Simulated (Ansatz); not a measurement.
## InF (model cell, started as CsCl type): a soft mode frozen in

Which phase does InF (model cell, started as CsCl type) fall into along its unstable mode, and how much energy does it gain?

Method: DFT PBEsol, scalar-relativistic, plane waves, PAW, in Ansatz 0.2.0.

The structure was built from a prototype and need not be the compound's stable phase.

### 1. Set-up

Symmetry: Pm-3m, No. 221, cubic system. Conventional cell: a = 3.271 Å, b = 3.271 Å, c = 3.271 Å, α = 90.00°, β = 90.00°, γ = 90.00°. In has 8 F at 2.83 Å nearest. Nearest to F lie 8 In at 2.83 Å. Farther neighbours and most contacts between anions are not listed.

Structure file:

```cif
data_structure
_symmetry_space_group_name_H-M 'Pm-3m'
_symmetry_Int_Tables_number 221
_cell_length_a 3.2713
_cell_length_b 3.2713
_cell_length_c 3.2713
_cell_angle_alpha 90.000
_cell_angle_beta 90.000
_cell_angle_gamma 90.000
_cell_volume 35.01
loop_
_atom_site_label
_atom_site_type_symbol
_atom_site_symmetry_multiplicity
_atom_site_Wyckoff_symbol
_atom_site_fract_x
_atom_site_fract_y
_atom_site_fract_z
_atom_site_occupancy
In1 In 1 a 0.00000 0.00000 0.00000 1
F1 F 1 b 0.50000 0.50000 0.50000 1
```

### 2. Response at finite wavevector

The cell comes from relaxations at this level that are not shown. Stability and thermal properties need the whole zone. Linear response on a 4×4×4 q mesh gives force constants as far as a supercell of that size would.

input.yaml reads:

```yaml
crystal:
  lattice:
    - [3.271261715, 0.0, 0.0]
    - [0.0, 3.271261715, 0.0]
    - [0.0, 0.0, 3.271261715]
  atoms:
    - { symbol: In, position: [0.0, 0.0, 0.0] }
    - { symbol: F, position: [0.5, 0.5, 0.5] }
kpoints:
  mp_grid: { grid: [16, 16, 16] }
hamiltonian:
  xc: pbesol
scf:
  occupations: { method: methfessel_paxton, width: 0.2 }
output:
  eigenvalues: true
phonons:
  method: dfpt
  qmesh: [4, 4, 4]
  temperatures: { t_max: 1000, t_step: 50 }
  qpath:
    path:
      - [[0.0, 0.0, 0.0], [0.0, 0.5, 0.0], [0.5, 0.5, 0.0], [0.0, 0.0, 0.0], [0.5, 0.5, 0.5], [0.0, 0.5, 0.0]]
      - [[0.5, 0.5, 0.5], [0.5, 0.5, 0.0]]
    npoints: 10
```

On the command line:

```console
ansatz run input.yaml --threads 4 --pin off --max-ram 7168MiB --backend cpu --events-out ev --progress --plain --runs-dir out
```

Numbers of over 12 decimals in the logs are rounded to 6 here.

The log of the run:

```text
Engine: ansatz 0.2.0, aarch64-unknown-linux-gnu
Pseudopotentials: kind: paw
Pseudopotential: In, paw, valence charge 13, recommended cutoff 420 eV (normal), In.paw.azcp
Pseudopotential: F, paw, valence charge 7, recommended cutoff 420 eV (normal), F.paw.azcp
Functional definition: PBEsol
  exchange = pbesol_x
  correlation = pbesol_c
Crystal: 2 atoms, lattice volume = 35.006 Å³
Basis set: ecut = 420 eV, 691 PW (Γ), exchange–correlation on 48×48×48 points (8 copies of the dense FFT grid, shifted against one another)
Bands: 14, of which v1, the nominal top of the filled ones, is band 10 counted from 1 (9 counted from 0)
Symmetry: 48 space group operations
k-points: 165 of 4096
Non-local potential: In, projectors of the file, l = 0: 2, l = 1: 2, l = 2: 2, l = 3: 2
Non-local potential: F, projectors of the file, l = 0: 2, l = 1: 2, l = 2: 1
PAW form: soft (Blöchl's): semilocal exchange-correlation on the pseudo side does not see the compensation charge
PAW frozen core: In, regenerated for the run's functional, and the local potential with it (the file was generated under x = pbe(κ = 0.804, μ = 0.219515), c = pbe(β = 0.066725))
PAW frozen core: F, regenerated for the run's functional, and the local potential with it (the file was generated under x = pbe(κ = 0.804, μ = 0.219515), c = pbe(β = 0.066725))
PAW one-centre angular grid: In, 590 points (default); XC on 64 Gauss nodes
PAW one-centre angular grid: F, 110 points (default); XC on 64 Gauss nodes
Initial density: superposition of atomic densities (neutral atoms: chi_scale 0, normalization atom), corrected by the library's trained network
Initial wavefunctions: pseudopotential atomic-orbital guess
Functional: x = pbesol(κ = 0.804, μ = 0.123457), c = pbesol(β = 0.046)
SCF iter   1: F=—  HF=-6325.900382 eV  |F-HF|=—  |Δ(HF+E_count)|=         —  Δρ=1.43e-2  dr2=4.94e-2  ethr=1.77e-3  ⟨swp⟩=5.0  Hψ=11080  notcnv=0
preconditioner: auto → none  [metal: Δε(μ)=0.088 eV  Ē_g=17.303 eV  σ=0.200 eV  W_gap=0.35  n_scr=6 (ndim 8)  ℏωp=28.1 eV  f_vac=0.000  D(μ)=0.04/eV (n_scr^D=0)  sad-step TF]
SCF iter   2: F=—  HF=-6325.890167 eV  |F-HF|=—  |Δ(HF+E_count)|=   1.02e-2  S|Δr|=    0.00e0  Δρ=6.54e-3  dr2=1.28e-2  ethr=2.47e-4  ⟨swp⟩=1.0  Hψ=3630  notcnv=0
SCF iter   3: F=—  HF=-6325.887176 eV  |F-HF|=—  |Δ(HF+E_count)|=   2.99e-3  S|Δr|=    0.00e0  Δρ=5.43e-4  dr2=7.85e-5  ethr=6.42e-5  ⟨swp⟩=2.1  Hψ=2888  notcnv=0
SCF iter   4: F=—  HF=-6325.887175 eV  |F-HF|=—  |Δ(HF+E_count)|=   1.20e-6  S|Δr|=    0.00e0  Δρ=9.43e-5  dr2=2.20e-6  ethr=3.92e-7  ⟨swp⟩=2.3  Hψ=3279  notcnv=0
SCF iter   5: F=—  HF=-6325.887177 eV  |F-HF|=—  |Δ(HF+E_count)|=   2.08e-6  S|Δr|=    0.00e0  Δρ=2.52e-5  dr2=1.39e-7  ethr=1.10e-8  ⟨swp⟩=2.0  Hψ=3704  notcnv=0
SCF iter   6: F=—  HF=-6325.887177 eV  |F-HF|=—  |Δ(HF+E_count)|=  2.66e-10  S|Δr|=    0.00e0  Δρ=5.41e-6  dr2=5.20e-9  ethr=6.97e-10  ⟨swp⟩=2.0  Hψ=3638  notcnv=0
SCF iter   7: F=—  HF=-6325.887177 eV  |F-HF|=—  |Δ(HF+E_count)|=   1.57e-9  S|Δr|=    0.00e0  Δρ=3.34e-7  dr2=2.21e-11  ethr=2.60e-11  ⟨swp⟩=2.1  Hψ=3733  notcnv=0
SCF iter   8: F=-6325.887177 eV  HF=-6325.887177 eV  |F-HF|=1.82e-12  |Δ(HF+E_count)|=  1.00e-11  S|Δr|=    0.00e0  Δρ=1.19e-8  dr2=2.96e-14  ethr=1.00e-12  ⟨swp⟩=5.6  Hψ=9369  notcnv=0
SCF 1 converged in 8 iterations: F = -6325.887177 eV  dr2 = 2.96e-14
  greatest PAW one-centre occupation: 0.984 electrons in one spin orbital (limit 2), on the In atom at site 0 (counted from 0), in its partial waves of l = 2
Initial density: read from a saved state, or passed on in memory by an earlier SCF of this step, an earlier step, the calling program or the single point that the run made first
iter 1 solved again at ethr=1.21e-7 eV; its pass at ethr=3.10e-3 eV (dr2=2.42e-5 eV) is discarded
SCF iter   1: F=—  HF=-6325.887176 eV  |F-HF|=—  |Δ(HF+E_count)|=         —  Δρ=1.17e-6  dr2=2.28e-10  ethr=1.21e-7  ⟨swp⟩=3.0  Hψ=17331  notcnv=0
eigensolver tolerance schedule: the retry pair's looser diagonalisation over-reported the residual by 105977.23 of it (diagonalisation noise at an unbounded share of the residual, at the tolerance the schedule requests for it); recorded, not acted on — ethr = c·dr2/N_el stays at c = 1.0e-1
preconditioner: auto → none  [metal: Δε(μ)=0.100 eV  Ē_g=17.399 eV  σ=0.200 eV  W_gap=0.40  n_scr=6 (ndim 8)  ℏωp=28.1 eV  f_vac=0.000  D(μ)=0.04/eV (n_scr^D=0)]
SCF iter   2: F=—  HF=-6325.887177 eV  |F-HF|=—  |Δ(HF+E_count)|=   5.23e-7  S|Δr|=    0.00e0  Δρ=1.07e-6  dr2=2.31e-10  ethr=1.14e-12  ⟨swp⟩=3.4  Hψ=5642  notcnv=0
SCF iter   3: F=—  HF=-6325.887177 eV  |F-HF|=—  |Δ(HF+E_count)|=  1.00e-10  S|Δr|=    0.00e0  Δρ=5.47e-7  dr2=5.55e-11  ethr=1.14e-12  ⟨swp⟩=2.0  Hψ=3077  notcnv=0
SCF iter   4: F=—  HF=-6325.887177 eV  |F-HF|=—  |Δ(HF+E_count)|=  2.73e-11  S|Δr|=    0.00e0  Δρ=2.64e-7  dr2=1.17e-11  ethr=1.00e-12  ⟨swp⟩=1.0  Hψ=2310  notcnv=0
SCF iter   5: F=-6325.887177 eV  HF=-6325.887177 eV  |F-HF|=7.28e-12  |Δ(HF+E_count)|=  3.64e-12  S|Δr|=    0.00e0  Δρ=2.08e-7  dr2=7.20e-12  ethr=1.00e-12  ⟨swp⟩=2.9  Hψ=5700  notcnv=0
SCF 2 converged in 5 iterations: F = -6325.887177 eV  dr2 = 7.20e-12
phonons: the bands overlap, so this run is a metal and interpolates without the dipole-dipole term. If the crystal is really an insulator or semiconductor, its LO-TO splitting is missing
NSCF: frozen V_eff on 165 k-points
WARN: eigensolver did not converge in 2 slots of this pass, the one above among them; of largest residual over every band (k=162): 1 band(s) unlocked (lowest unlocked band 13, counted from 0; max residual 4.57e-6 eV among the unlocked bands, 4.57e-6 eV over every band); of lowest unlocked band (k=162): band 13
NSCF: frozen V_eff on 405 k-points
DFPT response loops at q = (0, 0, 0) (fractional): preconditioner auto → Kerker (q_TF=auto, 2.485 Å⁻¹) (partly filled bands, converged f_vac=0.000); β = 1.00, the filter's whole step (`scf.mixing.beta` (0.50) is not read by the response loops under this deck's `scf.mixing.preconditioner`; to damp them name `kerker` or `kerker_dos`, under which they read `scf.mixing.beta`, and type it under 1.00, their step now; both keys bind the ground state too); Broyden in place of MSR1
NSCF: frozen V_eff on 2592 k-points
DFPT response loops at q = (0, 0, 0.25) (fractional): mixed as the last ones told, above
NSCF: frozen V_eff on 1458 k-points
DFPT response loops at q = (0, 0, -0.5) (fractional): mixed as the last ones told, above
NSCF: frozen V_eff on 4608 k-points
DFPT response loops at q = (0, 0.25, 0.25) (fractional): mixed as the last ones told, above
NSCF: frozen V_eff on 2592 k-points
DFPT response loops at q = (0, 0.25, -0.5) (fractional): mixed as the last ones told, above
NSCF: frozen V_eff on 1458 k-points
DFPT response loops at q = (0, -0.5, -0.5) (fractional): mixed as the last ones told, above
NSCF: frozen V_eff on 4352 k-points
DFPT response loops at q = (0.25, 0.25, 0.25) (fractional): mixed as the last ones told, above
NSCF: frozen V_eff on 4608 k-points
DFPT response loops at q = (0.25, 0.25, -0.5) (fractional): mixed as the last ones told, above
NSCF: frozen V_eff on 2592 k-points
DFPT response loops at q = (0.25, -0.5, -0.5) (fractional): mixed as the last ones told, above
NSCF: frozen V_eff on 810 k-points
DFPT response loops at q = (-0.5, -0.5, -0.5) (fractional): mixed as the last ones told, above
SCF converged after 8 iterations
Stability not checked: this state was not tested for a lower state beside it, because cold or Methfessel-Paxton smearing, or corrected tetrahedra, fill the levels in a way that the test cannot read (fill_not_monotonic; see scf.lower_state_search)
Free energy (F): -6325.887177 eV
Harris-Foulkes:  -6325.887177 eV  (|F-HF|=1.82e-12)
Internal energy: -6325.887540 eV  (E = F + TS)
E sigma→0 (E₀):  -6325.887268 eV
Entropy (-TS):   0.000364 eV (0.182 meV/atom)
Fermi energy:    8.199210 eV
Step filling:    the computed levels leave a gap of 0.1000 eV = 0.5 smearing widths at the electron count; against every level under it full and every level over it empty, smearing changes F+E_penalty+E_count by +0.112 meV and its σ→0 estimate by +0.021 meV
--- Per-component energies (eV) ---
  E_band       = -53.977150
  E_kinetic    = 444.612684
  E_local      = -1550.434582  (includes V_loc(G=0)·N_el)
  E_nonlocal   = 441.081196
  E_hartree    = 585.952507
  E_xc         = -293.042861
  E_vxc        = -201.980635  (∫ρ·V_xc dr)
  E_paw        = -4271.761758  (= ΣΔE_a)
  E_vpaw       = -359.162852  (= ΣTr[D̂ρ^β])
  E_aug_tail   = 0.002028  (compensation charges beyond the density's cutoff)
  E_ewald      = -1682.575100
  E_core_change = 0.278345  (= ΣΔE_core)
  E_smearing   = 0.000364  (= −TS)
  E_closure    = -0.000000  (closes the sum)
  Σ components = -6325.887177   (vs F -6325.887177, Δ=0.00e0)
--- Band table (eV; the first three rows and the last of 165) ---
  k-point 0: bands = [... 6 lower, 1.9424, 4.1698, 4.1698, 4.1698, 16.5208, 16.5208, 16.5208, 17.4304]
  k-point 1: bands = [... 6 lower, 1.9065, 4.1806, 4.1806, 4.2327, 15.5867, 16.5334, 16.5334, 17.4708]
  k-point 2: bands = [... 6 lower, 1.8115, 4.2130, 4.2130, 4.4149, 14.2958, 16.5692, 16.5692, 17.5922]
  k-point 164: bands = [... 6 lower, 3.7916, 3.7916, 3.7916, 9.3409, 10.1407, 10.1407, 10.1407, 19.0456]
--- Phonons (Γ-DFPT): 2 representative perturbations + reference (Σ response iterations 7) ---
  ASR residual: 1.145e-5 → 0.000e0 eV/Å²; symmetrization residual: 3.101e-6 eV/Å²
  ASR residual per site (eV/Å²): 1.15e-5 3.40e-6
  Γ frequencies (cm⁻¹): -115.42 -115.42 -115.42 0.00 0.00 0.00
--- Phonons (arbitrary-q DFPT): 10 irreducible q on the 4×4×4 mesh ---
  q = [0.0000, 0.0000, 0.0000] (star 1, of the zone-centre solve; hermiticity 7.77e-6, symmetrization 3.75e-11): -115.42 -115.42 -115.42 -0.00 -0.00 0.00
  q = [0.0000, 0.0000, 0.2500] (star 6, 4 solved perturbations in 4032 linear systems a pass and spin channel, the states on 1296 of 4096 k-point pairs; hermiticity 1.53e-6, symmetrization 1.02e-12): -75.95 -75.95 26.74 26.74 82.46 210.54
  q = [0.0000, 0.0000, -0.5000] (star 3, 4 solved perturbations in 2268 linear systems a pass and spin channel, the states on 729 of 4096 k-point pairs; hermiticity 9.64e-14, symmetrization 1.25e-12): -56.40 -56.40 80.17 80.17 127.36 218.29
  q = [0.0000, 0.2500, 0.2500] (star 12, 4 solved perturbations in 7056 linear systems a pass and spin channel, the states on 2304 of 4096 k-point pairs; hermiticity 2.02e-6, symmetrization 1.91e-12): -107.14 -65.04 45.43 58.25 81.07 165.63
  q = [0.0000, 0.2500, -0.5000] (star 12, 6 solved perturbations on 1296 of 4096 k-point pairs; hermiticity 2.30e-6, symmetrization 2.18e-14): -62.59 18.95 25.06 73.02 103.56 110.48
  q = [0.0000, -0.5000, -0.5000] (star 3, 4 solved perturbations in 2268 linear systems a pass and spin channel, the states on 729 of 4096 k-point pairs; hermiticity 4.83e-6, symmetrization 6.63e-13): -103.89 -103.89 -68.35 63.63 89.63 89.63
  q = [0.2500, 0.2500, 0.2500] (star 8, 2 solved perturbations on 2176 of 4096 k-point pairs; hermiticity 2.85e-6, symmetrization 3.96e-12): -12.55 -12.55 56.69 56.69 59.43 104.35
  q = [0.2500, 0.2500, -0.5000] (star 12, 4 solved perturbations in 7056 linear systems a pass and spin channel, the states on 2304 of 4096 k-point pairs; hermiticity 1.61e-6, symmetrization 3.71e-13): -49.30 -44.42 26.48 66.29 96.91 118.67
  q = [0.2500, -0.5000, -0.5000] (star 6, 4 solved perturbations in 4032 linear systems a pass and spin channel, the states on 1296 of 4096 k-point pairs; hermiticity 5.00e-6, symmetrization 5.24e-12): 15.65 61.22 61.22 82.66 82.66 111.39
  q = [-0.5000, -0.5000, -0.5000] (star 1, 2 solved perturbations on 405 of 4096 k-point pairs; hermiticity 1.20e-12, symmetrization 3.93e-12): 72.29 72.29 72.29 137.25 137.25 137.25
  sum rule: each row above includes the acoustic sum rule's correction from the zone centre's row sums; it moved no ω² by more than (0.22 cm⁻¹)²
  mesh force constants: q→R imaginary residual 6.82e-19; ASR residual 1.145e-5 → 0.000e0 eV/Å²; symmetrization residual 1.776e-15 eV/Å²
  interpolated dispersion: 62 rows × 6 modes
  density of states and harmonic sums: on the 20×20×20 q-mesh, interpolated from the force constants of a 4×4×4 supercell (no non-analytic term)
  largest difference from the sums on the solved wave vectors: F 7.97e-2 eV, S 9.84e-5 and C_V 2.32e-5 eV/K
  zero-point energy: 0.021129 eV/cell   skipped modes (ω ≤ 0): 549, of them read as no rigid motion or as one in doubt: 546 (1.920e0 modes/cell left out, lowest -122.84 cm⁻¹)   left out of the sums: 3.20e-1 of the cell's modes: C_V's classical limit lies that fraction below 3 k_B per atom; for a crystal, a wire or a layer, F and S can be off by more, and a phonons.interpolated_qmesh denser along its periods is the remedy for the sampling
```

Elapsed: 5.8 min, on 4 threads of Arm Neoverse V2, shared host; peak memory 2.8 GiB; 22 min of CPU time.

This step gave:

```yaml
volume_per_atom: 17.50 Å³
gap_on_the_k_mesh: 0 eV
sum_rule_residual_before_enforcement: 1.15e-5 eV/Å²
lowest_frequency_on_the_path: -122.8 cm⁻¹
point_group: m-3m
highest_frequency_on_the_path_or_at_a_solved_wavevector: 233.1 cm⁻¹
highest_optical_mode_at_the_zone_centre_no_lo_to_term: -115.4 cm⁻¹
lowest_optical_zone_centre_mode: -115.4 cm⁻¹
lowest_mode_on_the_q_mesh_acoustic_modes_at_gamma_apart: -115.4 cm⁻¹
```

Frequencies (cm⁻¹) solved at each irreducible wavevector; negative means imaginary. Frequencies by wavevector, by row:

| q in reciprocal lattice units | star | mode 1 | mode 2 | mode 3 | mode 4 | mode 5 | mode 6 |
| --- | --- | --- | --- | --- | --- | --- | --- |
| 0 0 0 | 1 | -115.4 | -115.4 | -115.4 | 0 | 0 | 0 |
| 0 0 0.25 | 6 | -76 | -76 | 26.7 | 26.7 | 82.5 | 210.5 |
| 0 0 -0.5 | 3 | -56.4 | -56.4 | 80.2 | 80.2 | 127.4 | 218.3 |
| 0 0.25 0.25 | 12 | -107.1 | -65 | 45.4 | 58.2 | 81.1 | 165.6 |
| 0 0.25 -0.5 | 12 | -62.6 | 18.9 | 25.1 | 73 | 103.6 | 110.5 |
| 0 -0.5 -0.5 | 3 | -103.9 | -103.9 | -68.3 | 63.6 | 89.6 | 89.6 |
| 0.25 0.25 0.25 | 8 | -12.6 | -12.6 | 56.7 | 56.7 | 59.4 | 104.3 |
| 0.25 0.25 -0.5 | 12 | -49.3 | -44.4 | 26.5 | 66.3 | 96.9 | 118.7 |
| 0.25 -0.5 -0.5 | 6 | 15.7 | 61.2 | 61.2 | 82.7 | 82.7 | 111.4 |
| -0.5 -0.5 -0.5 | 1 | 72.3 | 72.3 | 72.3 | 137.2 | 137.2 | 137.2 |

Interpolated from a 4×4×4 q mesh. Phonon branches along the path, in cm⁻¹:

| point | branch 1 | branch 2 | branch 3 | branch 4 | branch 5 | branch 6 |
| --- | --- | --- | --- | --- | --- | --- |
| Γ | -115 | -115 | -115 | 0 | 0 | 0 |
| halfway | -76 | -76 | 27 | 27 | 82 | 210 |
| X | -56 | -56 | 80 | 80 | 127 | 218 |
| halfway | -63 | 19 | 25 | 73 | 104 | 110 |
| M | -104 | -104 | -68 | 64 | 90 | 90 |
| halfway | -107 | -65 | 45 | 58 | 81 | 166 |
| Γ | -115 | -115 | -115 | 0 | 0 | 0 |
| halfway | -13 | -13 | 57 | 57 | 59 | 104 |
| R | 72 | 72 | 72 | 137 | 137 | 137 |
| halfway | -49 | -44 | 26 | 66 | 97 | 119 |
| X | -56 | -56 | 80 | 80 | 127 | 218 |
| jump to R | 72 | 72 | 72 | 137 | 137 | 137 |
| halfway | 16 | 61 | 61 | 83 | 83 | 111 |
| M | -104 | -104 | -68 | 64 | 90 | 90 |

The phonon branches as a text plot (rows in cm⁻¹):

```
    226 |    ***
    211 |   *   **                                      **
    196 |
    181 |                                              *
    166 |         *          **
    152 |                      *     **
    137 |          *       **          *     ******   *   *
    122 |  *   *****                        **   * ** **** **
    107 |     *     *     *         *   *  *     *   **    * *
     92 |    *       ********   *           *     **** *    * ***
     77 |   *  ********  **  *           **********     ****** *
     63 |  *  *   *  ***********       **  **    ****      * *  *
     48 | *  *     *         ***     *** **        *   *    *
     33 | * *                 * *   ***    *       **
     18 |*                     * * *     **        *         *
      3 |***                    ***
    -12 |          *                    *
    -26 |                *                           **
    -41 |         * *                               ***
    -56 |     *******      **        ***            ** ***    **
    -71 |   **      *******  ***   *                          * *
    -86 |             * *     ****  *                          *
   -101 |* *           **    *  ** *                            *
   -115 |**              ****    **
         Γ      X      M          Γ            R        X|R     M
```

Symmetry leaves 10 wavevectors to solve. The lowest mode among them, the acoustic zeros apart, lies at Γ and is imaginary, 115.4i cm⁻¹, so the energy falls along it. Between them the interpolated path dips to 123i cm⁻¹.

### 3. The mode frozen in, largest atomic shift 0 Å

The mode followed lies at q = (0, 0.25, 0.25) with frequency 107.1i cm⁻¹, one of the unstable modes though not the softest. At small amplitude the distorted cell has space group no. 51 by a symmetry search on the positions. The undistorted cell that holds it gives the zero of energy on the same k mesh.

System of this step: InF (model cell, started as CsCl type). The structure is cubic, space group Pm-3m (No. 221). The conventional cell has a = 3.271 Å, b = 3.271 Å, c = 3.271 Å, α = 90.00°, β = 90.00°, γ = 90.00°. In has 8 F at 2.83 Å nearest. Nearest to F lie 8 In at 2.83 Å. Farther neighbours and most contacts between anions are not listed.

input.yaml reads:

```yaml
crystal:
  lattice:
    - [3.271261715, 0.0, 0.0]
    - [0.0, 3.271261715, -3.271261715]
    - [0.0, 6.54252343, 6.54252343]
  atoms:
    - { symbol: In, position: [0.0, 0.5, 0.25] }
    - { symbol: In, position: [0.0, 0.0, 0.5] }
    - { symbol: In, position: [0.0, 0.5, 0.75] }
    - { symbol: In, position: [0.0, 0.0, 0.0] }
    - { symbol: F, position: [0.5, 0.0, 0.25] }
    - { symbol: F, position: [0.5, 0.5, 0.5] }
    - { symbol: F, position: [0.5, 0.0, 0.75] }
    - { symbol: F, position: [0.5, 0.5, 0.0] }
kpoints:
  mp_grid: { grid: [12, 8, 4] }
hamiltonian:
  xc: pbesol
scf:
  occupations: { method: methfessel_paxton, width: 0.2 }
output:
  forces: true
  stress: true
  eigenvalues: true
```

The log of the run:

```text
[...]
Crystal: 8 atoms, lattice volume = 140.025 Å³
Basis set: ecut = 420 eV, 2747 PW (Γ), exchange–correlation on 48×64×128 points (8 copies of the dense FFT grid, shifted against one another)
Bands: 48, of which v1, the nominal top of the filled ones, is band 40 counted from 1 (39 counted from 0)
Symmetry: 32 space group operations
[...]
k-points: 105 of 384
[...]
k-point 0: bands = [... 36 lower, 4.4924, 6.0332, 6.0332, 6.0848, 11.0333, 11.0333, 12.1402, 12.1402, ... 3 higher]
  k-point 1: bands = [... 36 lower, 4.4906, 5.4316, 6.2520, 6.4579, 10.9292, 11.1182, 11.2477, 11.8098, ... 3 higher]
  k-point 2: bands = [... 36 lower, 4.8270, 4.8270, 6.5094, 6.5094, 10.8642, 10.8642, 11.3751, 11.3751, ... 3 higher]
  k-point 104: bands = [... 36 lower, 6.5386, 6.5386, 6.5386, 6.5386, 10.4931, 10.4931, 10.4931, 10.4931, ... 3 higher]
[key lines of the parts left out:]
SCF converged after 6 iterations
Free energy (F): -25303.546925 eV
Fermi energy:    8.172373 eV
P = ⅓ Tr σ = 0.0200 GPa (0.200 kbar)
```

Elapsed: 6.7 s, on 4 threads; peak memory 0.77 GiB; 26 s of CPU time.

This step gave:

* pressure: 0.01995 GPa
* energy from the undistorted cell: 0 meV/atom

The run ends at a pressure of 0.02 GPa.

(Continued in part 2 of 3.)

[Logs are printed without paths, hosts, clocks, repeated set-up lines and the standing remarks that a program may print on its own settings, such as how far it seeks lower states.]

[Hosts, paths, dates, database ids (printed as entryN), source tags and the programs' standing remarks are cut or masked in the printed files.]
